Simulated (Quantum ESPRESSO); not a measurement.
# CuF2: magnetism against a distortion at fixed volume

Aim: follow moments and order energies of CuF2 with a distortion at fixed volume.

Program: Quantum ESPRESSO 7.5. Level of theory: PBEsol with U = 6 eV on Cu d (ortho-atomic projectors); plane waves with GBRV 1.5 PBEsol potentials, no spin-orbit coupling. Results are calculated unless marked as measured.

This is a report of a sequence of runs, with most program output left out.

### 1. Set-up

Symmetry: P2_1/c, No. 14, monoclinic system. The conventional cell has a = 3.320 Å, b = 4.540 Å, c = 5.343 Å, α = 90.00°, β = 121.44°, γ = 90.00°. Cu has 6 F at 1.91 to 2.31 Å nearest. Nearest to F lie 3 Cu at 1.91 to 2.31 Å. Farther neighbours and most contacts between anions are not listed.

Structure file:

```cif
data_structure
_symmetry_space_group_name_H-M 'P 1'
_symmetry_Int_Tables_number 1
_cell_length_a 3.3200
_cell_length_b 4.5400
_cell_length_c 5.3433
_cell_angle_alpha 90.000
_cell_angle_beta 121.437
_cell_angle_gamma 90.000
_cell_volume 68.72
loop_
_atom_site_label
_atom_site_type_symbol
_atom_site_fract_x
_atom_site_fract_y
_atom_site_fract_z
_atom_site_occupancy
Cu1 Cu 0.00000 0.00000 0.00000 1
Cu2 Cu 0.00000 0.50000 0.50000 1
F3 F 0.25600 0.30000 0.30000 1
F4 F 0.74400 0.80000 0.20000 1
F5 F 0.74400 0.70000 0.70000 1
F6 F 0.25600 0.20000 0.80000 1
```

The cell comes from the Crystallography Open Database.

### 2. Factor along z 0.92, ferro ++

Lengths along Cartesian z scale by the factor and those normal to it by its inverse root. Atoms keep their fractional places. Seeded atoms are those given a starting moment.

Contents of pw.in:

```
&CONTROL
  calculation = 'scf'
  prefix = 'pwscf'
  outdir = './tmp'
  pseudo_dir = './pseudo'
  disk_io = 'nowf'
  tprnfor = .true.
  tstress = .true.
/
&SYSTEM
  ibrav = 0
  celldm(1) = 8
  nat = 6
  ntyp = 2
  ecutwfc = 40
  ecutrho = 280
  nbnd = 45
  occupations = 'smearing'
  smearing = 'fd'
  degauss = 0.00734986
  nspin = 2
  starting_magnetization(1) = 0.0526
  starting_magnetization(2) = 0
/
&ELECTRONS
  conv_thr = 1.2d-08
  electron_maxstep = 150
  mixing_beta = 0.3
/
ATOMIC_SPECIES
Cu     63.5460 cu_pbesol_v1.2.uspp.F.UPF
F      18.9984 f_pbesol_v1.4.uspp.F.UPF
CELL_PARAMETERS alat
   0.8176229063803    0.0000000000000    0.0000000000000
   0.0000000000000    1.1180746972793    0.0000000000000
  -0.6863275166560    0.0000000000000    0.9907405125149
ATOMIC_POSITIONS crystal
Cu      0.0000000000    0.0000000000    0.0000000000
Cu      0.0000000000    0.5000000000    0.5000000000
F       0.2560000000    0.3000000000    0.3000000000
F       0.7440000000    0.8000000000    0.2000000000
F       0.7440000000    0.7000000000    0.7000000000
F       0.2560000000    0.2000000000    0.8000000000
K_POINTS automatic
8 8 8 0 0 0
HUBBARD {ortho-atomic}
U Cu-3d 6.0000
```

Launch:

```console
> OMP_NUM_THREADS=1 mpirun -n 4 pw.x -nk 4 -in pw.in > pw.out
```

Elapsed: 4.4 min, on 4 MPI ranks of Intel Xeon 6975P-C (Granite Rapids), shared host; peak memory 0.99 GiB.

Spin moment in the atom's sphere by atom:

| atom | spin moment in the atom's sphere (μB) |
| --- | --- |
| Cu1 | 0.815 |
| Cu2 | 0.815 |
| F3 | 0.085 |
| F4 | 0.085 |
| F5 | 0.085 |
| F6 | 0.085 |

This step gave:

```yaml
smearing_term_ts: 1.19e-6 eV
pressure: 1.194 GPa
magnetization: 2 μB
absolute_magnetization: 2.117 μB
final_state: ferromagnetic
```

### 3. Factor along z 0.92, antiferro +-

pw.in: that of step 2 with these lines changed.

```diff
@@ -13,6 +13,6 @@
   nat = 6
-  ntyp = 2
+  ntyp = 3
   ecutwfc = 40
   ecutrho = 280
-  nbnd = 45
+  nbnd = 44
   occupations = 'smearing'
@@ -22,3 +22,4 @@
   starting_magnetization(1) = 0.0526
-  starting_magnetization(2) = 0
+  starting_magnetization(2) = -0.0526
+  starting_magnetization(3) = 0
 /
@@ -30,3 +31,4 @@
 ATOMIC_SPECIES
-Cu     63.5460 cu_pbesol_v1.2.uspp.F.UPF
+Cu1    63.5460 cu_pbesol_v1.2.uspp.F.UPF
+Cu2    63.5460 cu_pbesol_v1.2.uspp.F.UPF
 F      18.9984 f_pbesol_v1.4.uspp.F.UPF
@@ -37,4 +39,4 @@
 ATOMIC_POSITIONS crystal
-Cu      0.0000000000    0.0000000000    0.0000000000
-Cu      0.0000000000    0.5000000000    0.5000000000
+Cu1     0.0000000000    0.0000000000    0.0000000000
+Cu2     0.0000000000    0.5000000000    0.5000000000
 F       0.2560000000    0.3000000000    0.3000000000
@@ -46,2 +48,3 @@
 HUBBARD {ortho-atomic}
-U Cu-3d 6.0000
+U Cu1-3d 6.0000
+U Cu2-3d 6.0000
```

Elapsed: 5.8 min, on 4 MPI ranks; peak memory 1.3 GiB.

Spin moment in the atom's sphere by atom:

```csv
atom,spin moment in the atom's sphere (μB)
Cu1,0.799
Cu2,-0.799
F3,0.003
F4,-0.003
F5,0.003
F6,-0.003
```

This step gave:

```
smearing term TS       : 1.88e-7 eV
pressure               : 0.987 GPa
magnetization          : 0 μB
absolute magnetization : 1.932 μB
final state            : antiferromagnetic
```

### 4. Factor along z 0.92, no spin polarisation

pw.in: that of step 3 with these lines changed.

```diff
@@ -13,3 +13,3 @@
   nat = 6
-  ntyp = 3
+  ntyp = 2
   ecutwfc = 40
@@ -20,6 +20,2 @@
   degauss = 0.00734986
-  nspin = 2
-  starting_magnetization(1) = 0.0526
-  starting_magnetization(2) = -0.0526
-  starting_magnetization(3) = 0
 /
@@ -31,4 +27,3 @@
 ATOMIC_SPECIES
-Cu1    63.5460 cu_pbesol_v1.2.uspp.F.UPF
-Cu2    63.5460 cu_pbesol_v1.2.uspp.F.UPF
+Cu     63.5460 cu_pbesol_v1.2.uspp.F.UPF
 F      18.9984 f_pbesol_v1.4.uspp.F.UPF
@@ -39,4 +34,4 @@
 ATOMIC_POSITIONS crystal
-Cu1     0.0000000000    0.0000000000    0.0000000000
-Cu2     0.0000000000    0.5000000000    0.5000000000
+Cu      0.0000000000    0.0000000000    0.0000000000
+Cu      0.0000000000    0.5000000000    0.5000000000
 F       0.2560000000    0.3000000000    0.3000000000
@@ -48,3 +43,2 @@
 HUBBARD {ortho-atomic}
-U Cu1-3d 6.0000
-U Cu2-3d 6.0000
+U Cu-3d 6.0000
```

Wall time 92 s (4 MPI ranks); peak memory 0.67 GiB.

Read from the output:

```yaml
smearing_term_ts: 0.1023 eV
pressure: -0.2401 GPa
final_state: non-magnetic (no spin polarisation)
```

### 5. Factor along z 1.08, ferro ++

pw.in: that of step 4 with these lines changed.

```diff
@@ -16,3 +16,3 @@
   ecutrho = 280
-  nbnd = 44
+  nbnd = 45
   occupations = 'smearing'
@@ -20,2 +20,5 @@
   degauss = 0.00734986
+  nspin = 2
+  starting_magnetization(1) = 0.0526
+  starting_magnetization(2) = 0
 /
@@ -30,5 +33,5 @@
 CELL_PARAMETERS alat
-   0.8176229063803    0.0000000000000    0.0000000000000
-   0.0000000000000    1.1180746972793    0.0000000000000
-  -0.6863275166560    0.0000000000000    0.9907405125149
+   0.7546317716679    0.0000000000000    0.0000000000000
+   0.0000000000000    1.0319362178823    0.0000000000000
+  -0.6334516141823    0.0000000000000    1.1630432103426
 ATOMIC_POSITIONS crystal
```

The job ended after 4.3 min (4 MPI ranks; peak memory 0.99 GiB; 17 min of CPU time).

Numbers from this step:

```
smearing term TS       : 1.15e-6 eV
pressure               : 1.633 GPa
magnetization          : 2 μB
absolute magnetization : 2.095 μB
final state            : ferromagnetic
largest moment         : 0.8206 μB
```

### 6. Trends

The runs not shown differ from these in the moved quantity alone.

States, by row:

```csv
tetragonal,ferro ++,antiferro +-,no spin polarisation
0.92,ferromagnetic,antiferromagnetic,non-magnetic
0.96,ferromagnetic,antiferromagnetic,non-magnetic
1,ferromagnetic,antiferromagnetic,non-magnetic
1.04,ferromagnetic,antiferromagnetic,non-magnetic
1.08,ferromagnetic,antiferromagnetic,non-magnetic
```

Largest site moment against tetragonal:

| tetragonal (factor) | ferro ++ (μB) | antiferro +- (μB) |
| --- | --- | --- |
| 0.9200 | 0.815 | 0.799 |
| 0.9600 | 0.819 | 0.802 |
| 1.0000 | 0.820 | 0.803 |
| 1.0400 | 0.821 | 0.803 |
| 1.0800 | 0.821 | 0.802 |

The energy less that of the parallel start by tetragonal; values in meV a seeded atom:

```
tetragonal (factor)  antiferro +-  no spin polarisation
             0.9200         -18.8                   769
             0.9600         -20.0                   772
             1.0000         -20.9                   773
             1.0400         -21.6                   774
             1.0800         -22.0                   774
```

The energy over the lowest by tetragonal; values in meV an atom:

| tetragonal (factor) | ferro ++ | antiferro +- | no spin polarisation |
| --- | --- | --- | --- |
| 0.9200 | 21.5 | 15.2 | 278 |
| 0.9600 | 10.2 | 3.58 | 267 |
| 1.0000 | 6.97 | 0 | 265 |
| 1.0400 | 11.4 | 4.19 | 269 |
| 1.0800 | 23.1 | 15.8 | 281 |

### 7. Results

```json
{"moment, parallel start": "0.815 to 0.821 μB", "states met from these starts": "antiferromagnetic and ferromagnetic"}
```

What this shows: The net moment of the cell goes from 2 to 2 μB. The largest moment of the start antiferro +- lies between 0.799 and 0.803 μB. The start antiferro +- lies under the parallel one at every finished point, by 18.8 to 22.0 meV a seeded atom. Energies are free energies at an electronic temperature of 1160 K, which lowers moments and differences where the moments are itinerant.

[Logs and program files are shortened in this print: banners, set-up blocks, solver, clock and traceback lines can be left out without a mark of their own.]

[Logs are printed without paths, hosts, clocks, repeated set-up lines and the standing remarks that a program may print on its own settings, such as how far it seeks lower states.]

[Hosts, paths, dates, database ids (printed as entryN), source tags and the programs' standing remarks are cut or masked in the printed files.]

[Where a cell is said to come from a database of computed structures, the database is the Materials Project.]
